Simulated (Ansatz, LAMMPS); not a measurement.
# Liquid 1,4-dioxane at 340 K (182 atoms): a short ab initio trajectory

How do the atoms of liquid 1,4-dioxane at 340 K (182 atoms) move, and what local order do they keep?

Program: Ansatz 0.2.0. Level of theory: Kohn-Sham DFT, RPBE+D3(BJ), PAW (set soft_2), plane waves. Results are calculated unless marked as measured.

### 1. The starting structure

The cell holds 182 atoms: 52 C, 26 O and 104 H. Its edges and angles: a = 12.268 Å, b = 12.268 Å, c = 12.268 Å, α = 90.0°, β = 90.0°, γ = 90.0°. 13 1,4-dioxane placed at random, at 1.03 g/cm³; overlaps pushed apart, then 10 ps at 490 K with MMFF94 bonds, angles, torsions, charges and radii (Halgren, J. Comput. Chem. 17, 490 (1996)) in harmonic and 12-6 forms. Snapshot after 20 ps at 340 K and fixed volume.

What the set-up can't give: The network of contacts between molecules at the start is that of the classical potential that made the cell. The density was typed from a rule of thumb and may lie off the real one at this temperature. Only the Γ point is sampled, in a cell whose shortest periodic width is 12 Å.

### 2. Single point at the start

A single point comes first, to see the forces before anything moves.

input.yaml

```yaml
crystal:
  lattice:
    - [12.26837, 0.0, 0.0]
    - [0.0, 12.26837, 0.0]
    - [0.0, 0.0, 12.26837]
  atoms:
    - { symbol: C, position: [0.8922, 0.28894, 0.58294] }
    - { symbol: C, position: [0.9107, 0.40224, 0.54852] }
    - { symbol: O, position: [0.93618, 0.41137, 0.43521] }
    - { symbol: C, position: [0.98544, 0.31824, 0.38994] }
    [... 172 atom lines left out ...]
    - { symbol: H, position: [0.34974, 0.56962, 0.66487] }
    - { symbol: H, position: [0.31394, 0.70675, 0.61364] }
    - { symbol: H, position: [0.56298, 0.54987, 0.45424] }
    - { symbol: H, position: [0.44093, 0.59793, 0.39362] }
    - { symbol: H, position: [0.43924, 0.39774, 0.42106] }
    - { symbol: H, position: [0.42705, 0.41305, 0.56099] }
kpoints:
  mp_grid: { grid: [1, 1, 1] }
hamiltonian:
  xc: rpbe
  dispersion: d3bj
scf:
  occupations: { method: gaussian, width: 0.05 }
output:
  forces: true
```

Command:

```sh
$ ansatz run input.yaml --threads 4 --pin off --max-ram 8192MiB --backend cpu --events-out ev --progress --plain --runs-dir out
```

It took 19 s on 4 threads of Arm Neoverse V1, shared host; peak memory 2.4 GiB.

Numbers from this run:

* free energy: -29587.1828 eV
* free energy per atom: -162.5669 eV/atom
* SCF cycles: 10
* r.m.s. force component: 0.9245 eV/Å
* longest force: 4.056 eV/Å
* Fermi energy: 1.834 eV

The r.m.s. force component of 0.92 eV/Å sets the starting point.

Length of the force by element:

```tsv
element	coordination	atoms	mean length of the force (eV/Å)	spread	least	most
C	all	52	1.99	0.772	0.0484	4.06
H	all	104	1.10	0.694	0.116	3.94
O	all	26	1.29	0.649	0.279	2.57
```

### 3. Dynamics at 340 K

A Nosé–Hoover thermostat steers the temperature while disturbing the dynamics little. The time step is 0.5 fs, short enough for the stretching of bonds to hydrogen.

input.yaml, as its differences from that of step 2:

```diff
@@ -16 +16,8 @@
   forces: true
+md:
+  timestep: 0.5
+  n_steps: 230
+  ensemble: nvt_nose_hoover
+  temperature: 340
+  initial_velocities: maxwell_boltzmann
+  seed: 5732
```

It took 42 min on 4 threads; peak memory 2.6 GiB.

The program notes that it switched symmetry off.

The trajectory, sampled:

```tsv
time (fs)	T (K)	potential (meV/atom)	conserved (meV/atom)
0.0	340	0.0	0.00
7.5	331	1.2	0.01
15.5	327	1.7	-0.01
23.0	355	-1.9	-0.01
30.5	304	4.7	0.03
38.5	361	-2.7	-0.03
46.0	340	0.1	-0.02
53.5	327	1.8	0.01
61.5	344	-0.5	-0.03
69.0	331	1.3	-0.01
76.5	316	3.2	0.01
84.5	349	-0.9	-0.03
92.0	333	1.2	0.00
99.5	345	-0.3	-0.01
107.5	339	0.5	-0.02
115.0	343	0.1	-0.02
```

Mean square displacement from the first frame to the last: C 0.20 Å², O 0.25 Å², H 0.36 Å².

Mean square displacement against time lag:

```tsv
time lag (fs)	C (Å²)	H (Å²)	O (Å²)
0.5	1.7e-5	2.1e-4	1.4e-5
2.5	4.1e-4	0.00497	3.5e-4
5.0	0.00153	0.0161	0.00135
7.5	0.00316	0.0270	0.00294
10.0	0.00509	0.0362	0.00499
12.0	0.00675	0.0433	0.00689
14.5	0.00882	0.0514	0.00950
17.0	0.0108	0.0551	0.0123
19.5	0.0125	0.0536	0.0152
21.5	0.0138	0.0521	0.0176
24.0	0.0156	0.0549	0.0208
26.5	0.0176	0.0629	0.0242
29.0	0.0198	0.0720	0.0278
31.0	0.0219	0.0787	0.0309
33.5	0.0248	0.0877	0.0350
36.0	0.0282	0.0984	0.0394
38.5	0.0318	0.107	0.0440
40.5	0.0348	0.111	0.0479
43.0	0.0385	0.113	0.0530
45.5	0.0423	0.116	0.0583
48.0	0.0462	0.123	0.0638
50.0	0.0492	0.131	0.0683
52.5	0.0530	0.139	0.0739
55.0	0.0568	0.147	0.0796
57.5	0.0607	0.157	0.0853
```

The drift taken off is the plain mean over atoms, not the centre of mass, so with hydrogen in the cell the heavy atoms' values at short lags are too large.

Over the second half of 115 fs the temperature averages 336 K with swings of 12 K r.m.s. The conserved energy stays within 0.06 meV/atom. From first frame to last H has the largest mean square displacement, 0.36 Å² at the end; the farthest move is 1.55 Å. The run spans 0.12 ps, too short for its means to be equilibrium values.

### 4. Distances and neighbours late in the run

The g(r) is a mean over the second half; what follows it is taken at the last frame.

Bonds before and after, by the cutoffs listed below:

```tsv
pair	bonds before	bonds after	mean before (Å)	mean after (Å)	spread before (Å)	spread after (Å)
H-C	104	104	1.093	1.100	0.033	0.034
C-C	26	26	1.517	1.528	0.037	0.038
C-O	52	52	1.432	1.448	0.029	0.033
```

Density 1.03 g/cm³, 10.15 Å³ an atom.

Mean of 14 frames. g(r), total and by pair (bins of 0.2 Å):

```tsv
r (Å)	total	H-H	H-C	H-O	C-C	C-O	O-O
1.00	1.88	0.00	5.75	0.00	0.00	0.00	0.00
1.20	1.92	0.00	5.89	0.00	0.00	0.00	0.00
1.40	1.18	0.00	0.00	0.00	1.53	12.88	0.00
1.60	0.51	0.27	0.00	0.00	4.52	0.71	0.00
1.80	0.63	1.92	0.00	0.02	0.00	0.00	0.00
2.00	0.98	0.23	0.50	4.53	0.00	0.00	0.00
2.20	1.35	0.49	2.46	2.25	0.21	0.00	0.00
2.40	1.17	1.61	0.18	0.56	2.27	3.83	0.00
2.60	1.03	1.40	0.58	1.27	1.19	0.87	0.26
2.80	0.85	0.76	0.83	1.48	0.75	0.00	1.44
3.00	0.79	0.86	0.96	0.82	0.08	0.29	1.70
3.20	0.84	0.78	1.29	0.62	0.07	0.64	0.10
3.40	0.93	0.84	0.97	1.62	0.13	0.65	0.36
3.60	0.89	1.12	0.96	0.64	0.46	0.58	0.58
3.80	0.99	1.19	1.14	0.54	0.83	0.77	0.54
4.00	0.97	1.21	0.92	0.76	0.98	0.63	0.90
4.20	0.95	1.06	0.90	0.84	1.09	0.71	0.99
4.40	0.91	0.85	0.95	0.94	1.15	0.67	1.07
4.60	0.95	0.92	0.95	0.91	1.15	0.77	1.46
4.80	1.01	1.05	0.98	0.96	1.10	0.95	1.42
5.00	0.99	0.97	0.97	0.97	0.92	1.21	1.17
5.20	1.00	0.96	1.00	0.99	0.97	1.22	0.84
5.40	1.04	0.93	0.99	1.14	1.29	1.16	1.06
5.60	1.00	0.94	0.98	1.06	0.93	1.29	0.96
5.80	1.04	1.02	1.03	0.94	1.32	1.15	1.01
6.00	1.11	1.06	1.10	1.08	1.30	1.30	1.08
```

Bonds by pair of elements; cutoffs follow the first minimum of g(r), held within bounds set by covalent radii, and pairs that aren't listed don't count as bonded:

```tsv
pair A-B	cutoff (Å)	bonds	mean length (Å)	spread (Å)	shortest (Å)	B about A	A about B
H-C	1.34	104	1.1	0.034	1.02	1	2
C-C	1.85	26	1.53	0.038	1.46	1	1
C-O	1.73	52	1.45	0.033	1.39	1	2
```

How many atoms have how many bonded neighbours:

```tsv
element	mean	1	2	4
C	4	0	0	52
H	1	104	0	0
O	2	0	26	0
```

Bond angles, per cent of each kind in bins of 5°:

```tsv
angle (°)	C-C-H	H-C-O	C-C-O	H-C-H	C-O-C
95–100	1.9	1.9	0.0	7.7	0.0
100–105	11.5	18.3	1.9	11.5	0.0
105–110	46.2	40.4	23.1	44.2	26.9
110–115	29.8	33.7	67.3	25.0	61.5
115–120	10.6	5.8	7.7	9.6	11.5
120–125	0.0	0.0	0.0	1.9	0.0
```

Bond angles (no mean is given where the spread exceeds 20°):

```tsv
angle	count	mean (°)	spread (°)
C-C-H	104	109	4.1
H-C-O	104	109	4.2
C-C-O	52	112	2.6
H-C-H	52	109	5
C-O-C	26	112	2.8
```

Rings of the network by King's shortest-path rule, up to 12 atoms, one path for each pair of neighbours; H, halogens, alkali and alkaline-earth atoms are left out, and the last column divides by all other atoms, bonded or not:

```tsv
ring size (atoms)	rings	per network atom
6	13	0.167
```

First main peaks of g(r), for some of the pairs, lie near 1.8 Å (H-H), 1.1 Å (H-C), 2.1 Å (H-O), 1.5 Å (C-C), 1.4 Å (C-O) and 2.9 Å (O-O). With the cutoffs above, all C atoms have 4, all H atoms have 1 and all O atoms have 2 bonded neighbours. The C-C-H angle averages 109° with a spread of 4°. All rings counted have 6 atoms.

### 5. Single point at the last frame

The last frame is solved again with fuller output, to read the electronic structure of a thermally displaced geometry.

input.yaml

```yaml
crystal:
  lattice:
    - [12.26837, 0.0, 0.0]
    - [0.0, 12.26837, 0.0]
    - [0.0, 0.0, 12.26837]
  atoms:
    - { symbol: C, position: [0.88634, 0.2732, 0.55652] }
    - { symbol: C, position: [0.8897, 0.39666, 0.51682] }
    - { symbol: O, position: [0.9314, 0.41126, 0.41049] }
    - { symbol: C, position: [0.01018, 0.32442, 0.37393] }
    [... 172 atom lines left out ...]
    - { symbol: H, position: [0.35479, 0.5545, 0.64861] }
    - { symbol: H, position: [0.30644, 0.67214, 0.57319] }
    - { symbol: H, position: [0.57364, 0.48493, 0.45027] }
    - { symbol: H, position: [0.45255, 0.51895, 0.37109] }
    - { symbol: H, position: [0.45607, 0.32621, 0.45899] }
    - { symbol: H, position: [0.44341, 0.40485, 0.5882] }
kpoints:
  mp_grid: { grid: [1, 1, 1] }
hamiltonian:
  xc: rpbe
  dispersion: d3bj
scf:
  occupations: { method: gaussian, width: 0.05 }
output:
  forces: true
  stress: true
  populations: intrinsic
  dos:
    method: { smearing: { sigma: 0.15 } }
    de: 0.1
    projected: { site_lists: { C: [C], H: [H], O: [O] } }
  eigenvalues: true
  write_density: true
  write_potential: true
  volumetric_format: npy
  elf: true
```

Elapsed: 37 s, on 4 threads; peak memory 2.5 GiB.

The program notes that the exchange-correlation potential is rough where the density is thin.

Numbers from this run:

| Quantity | Value |
| --- | --- |
| free energy | -29587.1720 eV |
| free energy per atom | -162.5669 eV/atom |
| SCF cycles | 10 |
| pressure | -0.1493 GPa |
| r.m.s. force component | 0.8687 eV/Å |
| longest force | 4.623 eV/Å |
| Fermi energy | 1.83 eV |
| gap (highest filled to lowest empty level) | 4.267 eV |

Length of the force by element:

```tsv
element	coordination	atoms	mean length of the force (eV/Å)	spread	least	most
C	all	52	1.86	0.870	0.228	4.62
H	all	104	1.07	0.556	0.249	3.21
O	all	26	1.20	0.462	0.543	2.20
```

Intrinsic-atomic-orbital charges by element:

```tsv
element	coordination	atoms	mean charge (e)	spread	least	most
C	all	52	-0.129	0.018	-0.172	-0.091
H	all	104	0.168	0.0194	0.121	0.230
O	all	26	-0.412	0.0145	-0.439	-0.372
```

States in the cell by windows of 1 eV, zero at the Fermi level; the larger projections on atomic orbitals stand beside the total:

```tsv
from (eV)	to (eV)	total	C p	O p	H s
-10	-9	45.2	24.4	10.5	7.8
-9	-8	39.2	20.8	11.4	5.3
-8	-7	33.1	18.0	5.5	8.6
-7	-6	63.3	33.0	13.0	15.5
-6	-5	51.5	19.7	18.8	10.1
-5	-4	10.7	3.2	4.7	2.1
-4	-3	26.9	6.1	16.0	3.4
-3	-2	42.2	5.4	29.0	6.8
-2	-1	0.3	0.0	0.2	0.0
-1	1	0.0	0.0	0.0	0.0
1	2	0.3	0.0	0.0	0.1
2	3	14.5	2.6	0.5	5.0
3	4	34.7	9.4	2.0	8.6
4	5	40.4	10.7	2.2	10.0
```

Between -24 and -10 eV lie 156 more states.

The levels nearest the highest filled one (over half full), pooled over k-points and spins:

```tsv
level less the highest filled one (eV)	occupation
-0.240	2
-0.181	2
-0.160	2
-0.0784	2
-0.061	2
0	2
4.27	0
4.58	0
4.86	0
4.87	0
4.96	0
4.98	0
```

Mean intrinsic-atomic-orbital charges: C -0.13, H +0.17, O -0.41 e. The largest share in the top eV of filled states is O p (70 % of the projected weight), and in the lowest eV of empty states H s (47 % of the projected weight).

### 6. Summary of results

- mean temperature, second half: 335.9 K
- temperature swing, second half: 11.93 K
- slope of the conserved energy against time, by least squares: 0.0355 meV/atom/ps
- free energy per atom: -162.5669 eV/atom
- pressure: -0.1493 GPa
- r.m.s. force component: 0.8687 eV/Å
- gap (highest filled to lowest empty level): 4.267 eV
- wall time of the 3 DFT runs: 43 min

**Reading.** Over the second half of 115 fs the temperature averages 336 K with swings of 12 K r.m.s. The conserved energy stays within 0.06 meV/atom. The run spans 0.12 ps, too short for its means to be equilibrium values. With the cutoffs above, all C atoms have 4, all H atoms have 1 and all O atoms have 2 bonded neighbours. The highest filled and lowest empty levels differ by 4.27 eV (at Γ alone); a semilocal functional tends to put such gaps too low. In a disordered cell it changes from sample to sample and from frame to frame.

What to keep in mind: The network of contacts between molecules at the start is that of the classical potential that made the cell; DFT moved the atoms only locally, and no bond changed. The pressure of a single frame lacks the kinetic term, about 0.46 GPa here.

[Logs are printed without paths, hosts, clocks, repeated set-up lines and the standing remarks that a program may print on its own settings, such as how far it seeks lower states.]

[Hosts, paths, dates, database ids (printed as entryN), source tags and the programs' standing remarks are cut or masked in the printed files.]

[The MMFF94 radii named for the starting cell were scaled by 0.96; in molecules described by MMFF94, hydrogen bound to N, O or S took a small fixed 12-6 site in their place.]
